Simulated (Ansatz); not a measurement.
# MgS (F-43m): the cell at rest

Aim: bring MgS (F-43m) to small forces and stress, as phonons need.

Calculated with Ansatz 0.2.0; DFT PBEsol, scalar-relativistic, plane waves, PAW.

This is a report of a sequence of runs, with most program output left out.

## (1) The starting structure

It takes space group F-43m (No. 216, cubic). The conventional cell has a = 5.666 Å, b = 5.666 Å, c = 5.666 Å, α = 90.00°, β = 90.00°, γ = 90.00°. Mg has 4 S at 2.45 Å nearest. Nearest to S lie 4 Mg at 2.45 Å. Farther neighbours and most contacts between anions are not listed.

## (2) A coarse first look

First a cheap look: the gap decides the mesh and the occupations, the pressure tells how far the cell has to move.

Contents of input.yaml:

```yaml
crystal:
  lattice:
    - [0.0, 2.8331200468, 2.8331200468]
    - [2.8331200468, 0.0, 2.8331200468]
    - [2.8331200468, 2.8331200468, 0.0]
  atoms:
    - { symbol: Mg, position: [0.0, 0.0, 0.0] }
    - { symbol: S, position: [0.75, 0.75, 0.75] }
kpoints:
  mp_grid: { grid: [6, 6, 6] }
hamiltonian:
  xc: pbesol
scf:
  occupations: { method: gaussian, width: 0.1 }
output:
  forces: true
  stress: true
  eigenvalues: true
```

Run with:

```
$ ansatz run input.yaml --threads 4 --pin off --max-ram 7168MiB --backend cpu --events-out ev --progress --plain --runs-dir out
```

Elapsed: 2.5 s, on 4 threads of AMD EPYC 7R43, shared host; peak memory 0.32 GiB; 3.7 s of CPU time.

Numbers from this step:

```yaml
pressure: -0.4303 GPa
gap_on_the_k_mesh: 3.282 eV
volume_per_atom: 22.74 Å³
direct_gap_on_mesh: 3.282 eV
```

The coarse mesh shows a gap of 3.28 eV and a pressure of -0.4 GPa.

## (3) Relaxation

The cell and atoms are relaxed, since residual forces and stress would shift the frequencies.

input.yaml, the sections that differ from step 2:

```yaml
scf:
  occupations: { method: gaussian, width: 0.02 }
relax:
  adjacent_minimum: "off"
  f_tol: 0.005
  max_steps: 80
  cell: { stress_tol: 0.05 }
# crystal, kpoints, hamiltonian, output: as in step 2
```

Elapsed: 2.4 s, on 4 threads; peak memory 0.36 GiB.

The steps of the relaxation:

```
step  energy less that of the first step (eV)  largest force component (eV/Å)  pressure (GPa)  volume (Å³)
   1                                   0.0000                          0.0000           -0.43        45.48
   2                                  -0.0004                          0.0000           -0.14        45.25
   3                                  -0.0005                          0.0000            0.00        45.14
  4*                                  -0.0005                          0.0000            0.00        45.14
```

Relaxation steps marked * repeat the geometry before them on a plane-wave basis chosen anew for their cell, so energy and pressure can jump there.

The run keeps the 24 symmetry operations that it works with, so distortions that break them were not tested.

```
conventional cell, symmetrised  before  after  change
                         a (Å)   5.666  5.652  -0.3 %
                         b (Å)   5.666  5.652  -0.3 %
                         c (Å)   5.666  5.652  -0.3 %
              volume (Å³/atom)   22.74  22.57  -0.8 %
```

Final coordinates:

```xyz
2
Lattice="0.0000 2.8260 2.8260 2.8260 0.0000 2.8260 2.8260 2.8260 0.0000" Properties=species:S:1:pos:R:3 pbc="T T T"
Mg    0.0000    0.0000    0.0000
S     4.2389    4.2389    4.2389
```

This step gave:

```
pressure           : 0.001497 GPa
gap on the k-mesh  : 3.319 eV
volume per atom    : 22.57 Å³
direct gap on mesh : 3.319 eV
```

In this step the volume went from 22.74 to 22.57 Å³/atom.

## (4) Relaxing to small forces for the phonons

Phonons need a cell at rest on their own settings, so the relaxation is repeated with tight tolerances on forces and stress on the k mesh and occupations of the first response run.

Contents of input.yaml:

```yaml
crystal:
  lattice:
    - [0.0, 2.8259567798, 2.8259567798]
    - [2.8259567798, 0.0, 2.8259567798]
    - [2.8259567798, 2.8259567798, 0.0]
  atoms:
    - { symbol: Mg, position: [0.0, 0.0, 0.0] }
    - { symbol: S, position: [0.75, 0.75, 0.75] }
kpoints:
  mp_grid: { grid: [8, 8, 8] }
hamiltonian:
  xc: pbesol
scf:
  occupations: { method: fixed }
output:
  forces: true
  stress: true
  eigenvalues: true
  write_density: true
  write_potential: true
  elf: true
  volumetric_format: npy
relax:
  adjacent_minimum: "off"
  f_tol: 0.001
  max_steps: 60
  cell: { stress_tol: 0.01 }
```

Run time: 2.1 s. Hardware: 4 threads; peak memory 0.33 GiB.

Little changed from the start: no atom moved by 0.005 Å and no cell edge by 0.1 %.

Numbers from this step:

```yaml
pressure: -0.002541 GPa
```

Electrostatic potential energy in the ac plane of a cell with a along [110], b along [-110] and c along [001] of the cube at fractional y = 0.000, with atoms of Mg and S within 0.2 Å of it. With pseudopotentials it is smooth inside the atoms' cores, unlike the true potential.

Ten even steps from '_' (-48 eV) to '@' (9 eV), each cell a mean:
```
__::##%%@@@@@@@@%%++____::##%%@@@@@@@@%%++__
==**%%@@@@@@@@@@%%##++==**%%@@@@@@@@@@%%##++
%%%%@@@@@@@@@@@@@@%%%%%%%%@@@@@@@@@@@@@@%%%%
@@@@@@@@@@@@@@@@@@@@@@@@@@@@@@@@@@@@@@@@@@@@
@@@@@@@@@@@@@@@@@@@@@@@@@@@@@@@@@@@@@@@@@@@@
@@@@@@@@@@@@@@@@@@@@@@@@@@@@@@@@@@@@@@@@@@@@
@@@@@@@@@@@@@@@@@@@@@@@@@@@@@@@@@@@@@@@@@@@@
@@@@@@@@@@@@@@@@@@@@@@@@@@@@@@@@@@@@@@@@@@@@
@@@@@@@@%%##%%@@@@@@@@@@@@@@@@%%##%%@@@@@@@@
@@@@@@%%++--==**@@@@@@@@@@@@%%++--==**@@@@@@
@@@@@@**::----==%%@@@@@@@@@@**::----==%%@@@@
@@@@%%**::==--==%%@@@@@@@@%%**::==--==%%@@@@
##%%%%##==----**%%%%####%%%%##==----**%%%%##
..==##%%%%####%%%%**::..==##%%%%####%%%%**::
__..##%%@@@@@@@@%%==____..##%%@@@@@@@@%%==__
```
Columns run along a (8.0 Å; values clipped at the 3rd and 97th percentile), rows up along c (5.7 Å), edges of the conventional cell, whose origin can differ from the input's. Atoms in or near the plane, at fractional coordinates: Mg at (0.50, 0.00), Mg at (0.00, 0.00), S at (0.75, 0.25), S at (0.25, 0.25).

ELF in the ac plane of a cell with a along [110], b along [-110] and c along [001] of the cube at fractional y = 0.000, with atoms of Mg and S within 0.2 Å of it. It is the smooth field of the valence electrons, not physical close to the nuclei.

Values, 8 rows by 16 columns, each cell a mean:
```
0.31 0.14 0.09 0.23 0.25 0.14 0.07 0.29 0.31 0.14 0.09 0.23 0.25 0.14 0.07 0.29
0.07 0.06 0.05 0.02 0.02 0.04 0.06 0.07 0.07 0.06 0.05 0.02 0.02 0.04 0.06 0.07
0.06 0.05 0.03 0.03 0.03 0.03 0.04 0.06 0.06 0.05 0.03 0.03 0.03 0.03 0.04 0.06
0.02 0.04 0.15 0.33 0.37 0.21 0.06 0.02 0.02 0.04 0.15 0.33 0.37 0.21 0.06 0.02
0.04 0.26 0.63 0.79 0.81 0.71 0.40 0.08 0.04 0.26 0.63 0.79 0.81 0.71 0.40 0.08
0.13 0.60 0.82 0.52 0.38 0.79 0.72 0.25 0.13 0.60 0.82 0.52 0.38 0.79 0.72 0.25
0.11 0.49 0.87 0.68 0.56 0.87 0.68 0.17 0.11 0.49 0.87 0.68 0.56 0.87 0.68 0.17
0.33 0.20 0.52 0.78 0.78 0.68 0.19 0.33 0.33 0.20 0.52 0.78 0.78 0.68 0.19 0.33
```
Columns run along a (8.0 Å), rows up along c (5.7 Å), edges of the conventional cell, whose origin can differ from the input's. Atoms in or near the plane, at fractional coordinates: Mg at (0.50, 0.00), Mg at (0.00, 0.00), S at (0.75, 0.25), S at (0.25, 0.25).

Valence density in the ac plane of a cell with a along [110], b along [-110] and c along [001] of the cube at fractional y = 0.000, with atoms of Mg and S within 0.2 Å of it. It is the smooth field of the valence electrons, not physical close to the nuclei.

Values in e/Å³, 8 rows by 16 columns, each cell a mean:
```
 8  1  0  0  0  0  0  5  8  1  0  0  0  0  0  5
 0  0  0  0  0  0  0  0  0  0  0  0  0  0  0  0
 0  0  0  0  0  0  0  0  0  0  0  0  0  0  0  0
 0  0  0  0  0  0  0  0  0  0  0  0  0  0  0  0
 0  0  0  1  1  0  0  0  0  0  0  1  1  0  0  0
 0  0  1  1  1  1  0  0  0  0  1  1  1  1  0  0
 0  0  1  1  1  1  0  0  0  0  1  1  1  1  0  0
13  1  0  0  0  0  0  8 13  1  0  0  0  0  0  8
```
Columns run along a (8.0 Å), rows up along c (5.7 Å), edges of the conventional cell, whose origin can differ from the input's. Atoms in or near the plane, at fractional coordinates: Mg at (0.50, 0.00), Mg at (0.00, 0.00), S at (0.75, 0.25), S at (0.25, 0.25).

The forces vanish by symmetry and the pressure is -0.003 GPa, within the tolerances set. The cell now holds 22.57 Å³/atom.

## (5) Outcome

| Item | Value |
| --- | --- |
| space group after relaxation (within 0.01 Å) | F-43m |
| lattice constant a | 5.652 Å |
| lattice constant b | 5.652 Å |
| lattice constant c | 5.652 Å |
| volume per atom | 22.6 Å³ |
| gap on the k-mesh | 3.32 eV |

The forces vanish by symmetry and the pressure is -0.003 GPa, within the tolerances set. The cell now holds 22.57 Å³/atom. The relaxation keeps the symmetry of its start, so it says nothing on stability against lower symmetry.

[Logs are printed without paths, hosts, clocks, repeated set-up lines and the standing remarks that a program may print on its own settings, such as how far it seeks lower states.]

[Hosts, paths, dates, database ids (printed as entryN), source tags and the programs' standing remarks are cut or masked in the printed files.]
